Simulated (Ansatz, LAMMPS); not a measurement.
## An extra electron or hole in ionic liquid BMIM+ dicyanamide at 450 K (90 atoms)

Aim: add and remove one electron in ionic liquid BMIM+ dicyanamide at 450 K (90 atoms), with atoms held and relaxed, and read trapping energy and localisation.

Program: Ansatz 0.2.0. Level of theory: Kohn-Sham DFT, r2SCAN+D3(BJ), PAW (set soft_2), plane waves. Values are calculated unless marked as measured.

### 1. Set-up

The cell holds 90 atoms: 30 C, 15 N and 45 H. Its edges and angles: a = 9.903 Å, b = 9.903 Å, c = 9.903 Å, α = 90.0°, β = 90.0°, γ = 90.0°. 3 BMIM+, 3 dicyanamide placed at random, at 1.05 g/cm³; overlaps pushed apart, then 10 ps at 700 K with MMFF94 bonds, angles, torsions, charges and radii (Halgren, J. Comput. Chem. 17, 490 (1996)) in harmonic and 12-6 forms; charges of ions scaled by 0.8. Snapshot after 30 ps at 450 K and fixed volume.

As a file:

```cif
data_structure
_symmetry_space_group_name_H-M 'P 1'
_symmetry_Int_Tables_number 1
_cell_length_a 9.9027
_cell_length_b 9.9027
_cell_length_c 9.9027
_cell_angle_alpha 90.000
_cell_angle_beta 90.000
_cell_angle_gamma 90.000
_cell_volume 971.08
loop_
_atom_site_label
_atom_site_type_symbol
_atom_site_fract_x
_atom_site_fract_y
_atom_site_fract_z
_atom_site_occupancy
C1 C 0.03772 0.92902 0.45772 1
C2 C 0.06570 0.79197 0.39056 1
C3 C 0.94077 0.71119 0.36986 1
C4 C 0.88930 0.70230 0.22451 1
N5 N 0.85161 0.83184 0.17509 1
C6 C 0.73044 0.90733 0.21276 1
C7 C 0.71764 0.01663 0.12596 1
N8 N 0.82343 0.99941 0.03782 1
C9 C 0.85245 0.09139 0.93182 1
C10 C 0.89173 0.88521 0.05548 1
H11 H 0.98548 0.99067 0.37463 1
H12 H 0.96414 0.92168 0.54281 1
H13 H 0.14490 0.95689 0.47658 1
H14 H 0.11916 0.81022 0.28819 1
H15 H 0.14233 0.73447 0.44907 1
H16 H 0.85942 0.74451 0.43870 1
H17 H 0.97786 0.61359 0.39383 1
H18 H 0.79781 0.65403 0.22593 1
H19 H 0.96896 0.65091 0.16282 1
H20 H 0.68290 0.87650 0.30308 1
H21 H 0.65765 0.10758 0.12767 1
H22 H 0.76105 0.11520 0.89731 1
H23 H 0.91305 0.03962 0.84874 1
H24 H 0.90806 0.17318 0.98082 1
H25 H 0.98486 0.85411 0.00666 1
C26 C 0.68952 0.86283 0.67302 1
C27 C 0.64988 0.99793 0.62623 1
C28 C 0.50906 0.03061 0.65955 1
C29 C 0.49716 0.17708 0.63937 1
N30 N 0.36498 0.22998 0.66025 1
C31 C 0.31421 0.25571 0.78762 1
C32 C 0.18190 0.29331 0.77889 1
N33 N 0.15236 0.29292 0.63480 1
C34 C 0.02997 0.32040 0.56449 1
C35 C 0.25634 0.23017 0.57565 1
H36 H 0.64464 0.77963 0.61780 1
H37 H 0.79645 0.85826 0.66235 1
H38 H 0.65181 0.85700 0.77774 1
H39 H 0.66376 0.98709 0.51722 1
H40 H 0.71400 0.07508 0.65091 1
H41 H 0.48084 0.99504 0.76656 1
H42 H 0.44378 0.97096 0.59250 1
H43 H 0.55606 0.22937 0.71553 1
H44 H 0.52970 0.20240 0.53607 1
H45 H 0.37849 0.27544 0.87171 1
H46 H 0.12338 0.34918 0.85148 1
H47 H 0.95677 0.25405 0.60771 1
H48 H 0.00367 0.43344 0.57143 1
H49 H 0.05089 0.30048 0.46442 1
H50 H 0.26045 0.20427 0.46418 1
C51 C 0.17730 0.43932 0.20379 1
C52 C 0.26506 0.48917 0.09623 1
C53 C 0.30129 0.63392 0.12823 1
C54 C 0.42034 0.69801 0.05501 1
N55 N 0.40875 0.68211 0.90794 1
C56 C 0.32550 0.76670 0.83681 1
C57 C 0.33701 0.72857 0.70231 1
N58 N 0.41673 0.61235 0.70023 1
C59 C 0.46867 0.53800 0.58107 1
C60 C 0.45809 0.58593 0.82739 1
H61 H 0.10322 0.38218 0.14787 1
H62 H 0.23788 0.37828 0.27108 1
H63 H 0.14160 0.51547 0.27369 1
H64 H 0.20693 0.49769 0.99159 1
H65 H 0.34696 0.42728 0.06991 1
H66 H 0.33683 0.63520 0.22978 1
H67 H 0.22069 0.69922 0.11290 1
H68 H 0.51828 0.65445 0.08511 1
H69 H 0.42751 0.80086 0.07641 1
H70 H 0.25860 0.83458 0.89334 1
H71 H 0.29499 0.76377 0.61244 1
H72 H 0.37608 0.49202 0.54395 1
H73 H 0.53044 0.45201 0.61371 1
H74 H 0.52441 0.59459 0.51028 1
H75 H 0.53139 0.50780 0.84620 1
N76 N 0.04053 0.71463 0.73568 1
C77 C 0.94778 0.67049 0.78826 1
N78 N 0.84242 0.60593 0.85817 1
C79 C 0.79356 0.50580 0.76409 1
N80 N 0.76396 0.42270 0.68370 1
N81 N 0.60504 0.34102 0.98138 1
C82 C 0.64176 0.38161 0.08745 1
N83 N 0.66156 0.45232 0.21281 1
C84 C 0.75462 0.36706 0.28921 1
N85 N 0.79844 0.28130 0.35463 1
N86 N 0.20412 0.06165 0.05220 1
C87 C 0.28447 0.07984 0.13708 1
N88 N 0.37700 0.09912 0.25583 1
C89 C 0.38102 0.96431 0.31769 1
N90 N 0.39590 0.85886 0.36558 1
```

What the set-up can't give: The network of contacts between molecules at the start is that of the classical potential that made the cell, and needn't be the one that DFT or experiment would give. Sampling is at Γ alone, for a cell whose shortest periodic width is 10 Å. The liquid is relaxed first, so the results are those of a frozen frame at zero temperature.

### 2. Single point at the start

The forces at the start show how far the geometry lies from a minimum of this functional.

File input.yaml:

```yaml
crystal:
  lattice:
    - [9.90267, 0.0, 0.0]
    - [0.0, 9.90267, 0.0]
    - [0.0, 0.0, 9.90267]
  atoms:
    - { symbol: C, position: [0.03772, 0.92902, 0.45772] }
    - { symbol: C, position: [0.0657, 0.79197, 0.39056] }
    - { symbol: C, position: [0.94077, 0.71119, 0.36986] }
    - { symbol: C, position: [0.8893, 0.7023, 0.22451] }
    - { symbol: "N", position: [0.85161, 0.83184, 0.17509] }
    - { symbol: C, position: [0.73044, 0.90733, 0.21276] }
    - { symbol: C, position: [0.71764, 0.01663, 0.12596] }
    - { symbol: "N", position: [0.82343, 0.99941, 0.03782] }
    - { symbol: C, position: [0.85245, 0.09139, 0.93182] }
    - { symbol: C, position: [0.89173, 0.88521, 0.05548] }
    - { symbol: H, position: [0.98548, 0.99067, 0.37463] }
    - { symbol: H, position: [0.96414, 0.92168, 0.54281] }
    - { symbol: H, position: [0.1449, 0.95689, 0.47658] }
    - { symbol: H, position: [0.11916, 0.81022, 0.28819] }
    - { symbol: H, position: [0.14233, 0.73447, 0.44907] }
    - { symbol: H, position: [0.85942, 0.74451, 0.4387] }
    - { symbol: H, position: [0.97786, 0.61359, 0.39383] }
    - { symbol: H, position: [0.79781, 0.65403, 0.22593] }
    - { symbol: H, position: [0.96896, 0.65091, 0.16282] }
    - { symbol: H, position: [0.6829, 0.8765, 0.30308] }
    - { symbol: H, position: [0.65765, 0.10758, 0.12767] }
    - { symbol: H, position: [0.76105, 0.1152, 0.89731] }
    - { symbol: H, position: [0.91305, 0.03962, 0.84874] }
    - { symbol: H, position: [0.90806, 0.17318, 0.98082] }
    - { symbol: H, position: [0.98486, 0.85411, 0.00666] }
    - { symbol: C, position: [0.68952, 0.86283, 0.67302] }
    - { symbol: C, position: [0.64988, 0.99793, 0.62623] }
    - { symbol: C, position: [0.50906, 0.03061, 0.65955] }
    - { symbol: C, position: [0.49716, 0.17708, 0.63937] }
    - { symbol: "N", position: [0.36498, 0.22998, 0.66025] }
    - { symbol: C, position: [0.31421, 0.25571, 0.78762] }
    - { symbol: C, position: [0.1819, 0.29331, 0.77889] }
    - { symbol: "N", position: [0.15236, 0.29292, 0.6348] }
    - { symbol: C, position: [0.02997, 0.3204, 0.56449] }
    - { symbol: C, position: [0.25634, 0.23017, 0.57565] }
    - { symbol: H, position: [0.64464, 0.77963, 0.6178] }
    - { symbol: H, position: [0.79645, 0.85826, 0.66235] }
    - { symbol: H, position: [0.65181, 0.857, 0.77774] }
    - { symbol: H, position: [0.66376, 0.98709, 0.51722] }
    - { symbol: H, position: [0.714, 0.07508, 0.65091] }
    - { symbol: H, position: [0.48084, 0.99504, 0.76656] }
    - { symbol: H, position: [0.44378, 0.97096, 0.5925] }
    - { symbol: H, position: [0.55606, 0.22937, 0.71553] }
    - { symbol: H, position: [0.5297, 0.2024, 0.53607] }
    - { symbol: H, position: [0.37849, 0.27544, 0.87171] }
    - { symbol: H, position: [0.12338, 0.34918, 0.85148] }
    - { symbol: H, position: [0.95677, 0.25405, 0.60771] }
    - { symbol: H, position: [0.00367, 0.43344, 0.57143] }
    - { symbol: H, position: [0.05089, 0.30048, 0.46442] }
    - { symbol: H, position: [0.26045, 0.20427, 0.46418] }
    - { symbol: C, position: [0.1773, 0.43932, 0.20379] }
    - { symbol: C, position: [0.26506, 0.48917, 0.09623] }
    - { symbol: C, position: [0.30129, 0.63392, 0.12823] }
    - { symbol: C, position: [0.42034, 0.69801, 0.05501] }
    - { symbol: "N", position: [0.40875, 0.68211, 0.90794] }
    - { symbol: C, position: [0.3255, 0.7667, 0.83681] }
    - { symbol: C, position: [0.33701, 0.72857, 0.70231] }
    - { symbol: "N", position: [0.41673, 0.61235, 0.70023] }
    - { symbol: C, position: [0.46867, 0.538, 0.58107] }
    - { symbol: C, position: [0.45809, 0.58593, 0.82739] }
    - { symbol: H, position: [0.10322, 0.38218, 0.14787] }
    - { symbol: H, position: [0.23788, 0.37828, 0.27108] }
    - { symbol: H, position: [0.1416, 0.51547, 0.27369] }
    - { symbol: H, position: [0.20693, 0.49769, 0.99159] }
    - { symbol: H, position: [0.34696, 0.42728, 0.06991] }
    - { symbol: H, position: [0.33683, 0.6352, 0.22978] }
    - { symbol: H, position: [0.22069, 0.69922, 0.1129] }
    - { symbol: H, position: [0.51828, 0.65445, 0.08511] }
    - { symbol: H, position: [0.42751, 0.80086, 0.07641] }
    - { symbol: H, position: [0.2586, 0.83458, 0.89334] }
    - { symbol: H, position: [0.29499, 0.76377, 0.61244] }
    - { symbol: H, position: [0.37608, 0.49202, 0.54395] }
    - { symbol: H, position: [0.53044, 0.45201, 0.61371] }
    - { symbol: H, position: [0.52441, 0.59459, 0.51028] }
    - { symbol: H, position: [0.53139, 0.5078, 0.8462] }
    - { symbol: "N", position: [0.04053, 0.71463, 0.73568] }
    - { symbol: C, position: [0.94778, 0.67049, 0.78826] }
    - { symbol: "N", position: [0.84242, 0.60593, 0.85817] }
    - { symbol: C, position: [0.79356, 0.5058, 0.76409] }
    - { symbol: "N", position: [0.76396, 0.4227, 0.6837] }
    - { symbol: "N", position: [0.60504, 0.34102, 0.98138] }
    - { symbol: C, position: [0.64176, 0.38161, 0.08745] }
    - { symbol: "N", position: [0.66156, 0.45232, 0.21281] }
    - { symbol: C, position: [0.75462, 0.36706, 0.28921] }
    - { symbol: "N", position: [0.79844, 0.2813, 0.35463] }
    - { symbol: "N", position: [0.20412, 0.06165, 0.0522] }
    - { symbol: C, position: [0.28447, 0.07984, 0.13708] }
    - { symbol: "N", position: [0.377, 0.09912, 0.25583] }
    - { symbol: C, position: [0.38102, 0.96431, 0.31769] }
    - { symbol: "N", position: [0.3959, 0.85886, 0.36558] }
kpoints:
  mp_grid: { grid: [1, 1, 1] }
hamiltonian:
  xc: r2scan
  dispersion: d3bj
scf:
  occupations: { method: fixed }
output:
  forces: true
```

Command:

```
> ansatz run input.yaml --threads 4 --pin off --max-ram 8192MiB --backend cpu --events-out ev --progress --plain --runs-dir out
```

Log:

```text
Warning: the engine holds no damping parameters fitted to this dispersion correction and functional, so the run takes those fitted to r2scan beside the three-body term, which d3bj leaves out (hamiltonian.dispersion, under Limitations)
[...]
Pseudopotentials: kind: paw
Pseudopotential: C, paw, valence charge 4, recommended cutoff 500 eV (meta_gga), C.paw.azcp
Pseudopotential: N, paw, valence charge 5, recommended cutoff 500 eV (meta_gga), N.paw.azcp
Pseudopotential: H, paw, valence charge 1, recommended cutoff 500 eV (meta_gga), H.paw.azcp
[...]
Crystal: 90 atoms, lattice volume = 971.084 Å³
Basis set: ecut = 500 eV, 24573 PW (Γ), exchange–correlation on 300×300×300 points (64 copies of the dense FFT grid, shifted against one another)
Bands: 210, of which v1, the nominal top of the filled ones, is band 120 counted from 1 (119 counted from 0)
Symmetry: 1 space group operations
Space group: P1 (ITA 1), of the structure as read, at distance tolerance 9.9e-5 Å
k-points: 1
[...]
Initial density: superposition of atomic densities (neutral atoms: chi_scale 0, normalization atom), corrected by the library's trained network
Initial wavefunctions: pseudopotential atomic-orbital guess
[...]
SCF iter   1: F=—  HF=-14037.074660 eV  |F-HF|=—  |Δ(HF+E_count)|=         —  Δρ=8.88e-3  dr2=9.09e-1  dr2_τ=8.82e0  ethr=1.77e-3  ⟨swp⟩=5.0  Hψ=675  notcnv=0  defer=88
preconditioner: auto → Resta (q_TF=auto, 2.161 Å⁻¹)  ε∞=2.3  [insulator: Δε(μ)=3.702 eV  Ē_g=15.932 eV  n_scr=170 (ndim 8)  ℏωp=18.2 eV  f_vac=0.201  ε∞_Penn≈2.3]
SCF iter   2: F=—  HF=-14036.067083 eV  |F-HF|=—  |Δ(HF+E_count)|=    1.01e0  Δρ=5.13e-3  dr2=2.30e-1  dr2_τ=3.23e-2  ethr=3.79e-4  ⟨swp⟩=3.0  Hψ=332  notcnv=0  defer=88
SCF iter   3: F=—  HF=-14036.025694 eV  |F-HF|=—  |Δ(HF+E_count)|=   4.14e-2  Δρ=2.60e-3  dr2=7.59e-2  dr2_τ=8.22e-3  ethr=9.58e-5  ⟨swp⟩=2.0  Hψ=242  notcnv=0  defer=30
automatic band count: iteration 3 solves 152 bands in place of 210: the levels show a gap, and the empty bands left out lie too high to hold charge; the band table lists the bands solved (type scf.n_extra_bands for more)
SCF iter   4: F=—  HF=-14036.011309 eV  |F-HF|=—  |Δ(HF+E_count)|=   1.44e-2  Δρ=7.90e-4  dr2=8.35e-3  dr2_τ=9.82e-4  ethr=3.16e-5  ⟨swp⟩=3.0  Hψ=240  notcnv=0  defer=30
SCF iter   5: F=—  HF=-14036.011620 eV  |F-HF|=—  |Δ(HF+E_count)|=   3.10e-4  Δρ=3.73e-4  dr2=1.58e-3  dr2_τ=2.62e-4  ethr=3.48e-6  ⟨swp⟩=2.0  Hψ=282  notcnv=0  defer=30
[...]
SCF iter  10: F=—  HF=-14036.010995 eV  |F-HF|=—  |Δ(HF+E_count)|=   6.88e-7  Δρ=4.70e-6  dr2=2.43e-7  dr2_τ=3.21e-8  ethr=4.83e-10  ⟨swp⟩=2.0  Hψ=240  notcnv=0  defer=26
SCF iter  11: F=-14036.010995 eV  HF=-14036.010995 eV  |F-HF|=2.90e-8  |Δ(HF+E_count)|=   1.50e-7  Δρ=1.58e-6  dr2=3.10e-8  dr2_τ=4.65e-9  ethr=4.17e-11  ⟨swp⟩=5.0  Hψ=508  notcnv=0
SCF 1 converged in 11 iterations: F = -14036.010995 eV  dr2 = 3.10e-8
[...]
SCF converged after 11 iterations
Free energy (F): -14036.010995 eV
Harris-Foulkes:  -14036.010995 eV  (|F-HF|=2.90e-8)
Internal energy: -14036.010995 eV  (E = F + TS)
E sigma→0 (E₀):  -14036.010995 eV
Fermi energy:    -0.016013 eV
--- Per-component energies (eV) ---
[...]
Σ components = -14036.010995   (vs F -14036.010995, Δ=0.00e0)
--- Forces (eV/Å), atoms counted from 1 ---
  atom   1  C     -0.01423216    -0.06953458    -1.85220292
  atom   2  C      1.28196599     0.94496625    -0.93260253
  atom   3  C     -0.35076020    -0.15472299    -0.29881790
  atom   4  C      2.08788866     0.28358444     1.25641650
[...]
atom  90  N      0.21245982    -1.03242262     0.84336131
  max |Σ_I F_I| component: 1.46e-4 eV/Å
```

Run time: 11 s. Hardware: 4 threads of Intel Xeon 6975P-C (Granite Rapids), shared host; peak memory 2.5 GiB.

In the SCF lines HF is the Harris–Foulkes energy and dr2 the Hartree energy of the density residual, in eV; the loop may stop once dr2 is under the threshold and the program's other checks hold. Hψ counts applications of the Hamiltonian.

Notices of the run: dispersion damping borrowed.

The r.m.s. force at the start is 1.4 eV/Å.

(Continued in part 2 of 5.)

[Long decimals in the printed logs are rounded to 6 places.]

[Logs are printed without paths, hosts, clocks, repeated set-up lines and the standing remarks that a program may print on its own settings, such as how far it seeks lower states.]

[Hosts, paths, dates, database ids (printed as entryN), source tags and the programs' standing remarks are cut or masked in the printed files.]

[The MMFF94 radii named for the starting cell were scaled by 0.96; in molecules described by MMFF94, hydrogen bound to N, O or S took a small fixed 12-6 site in their place.]
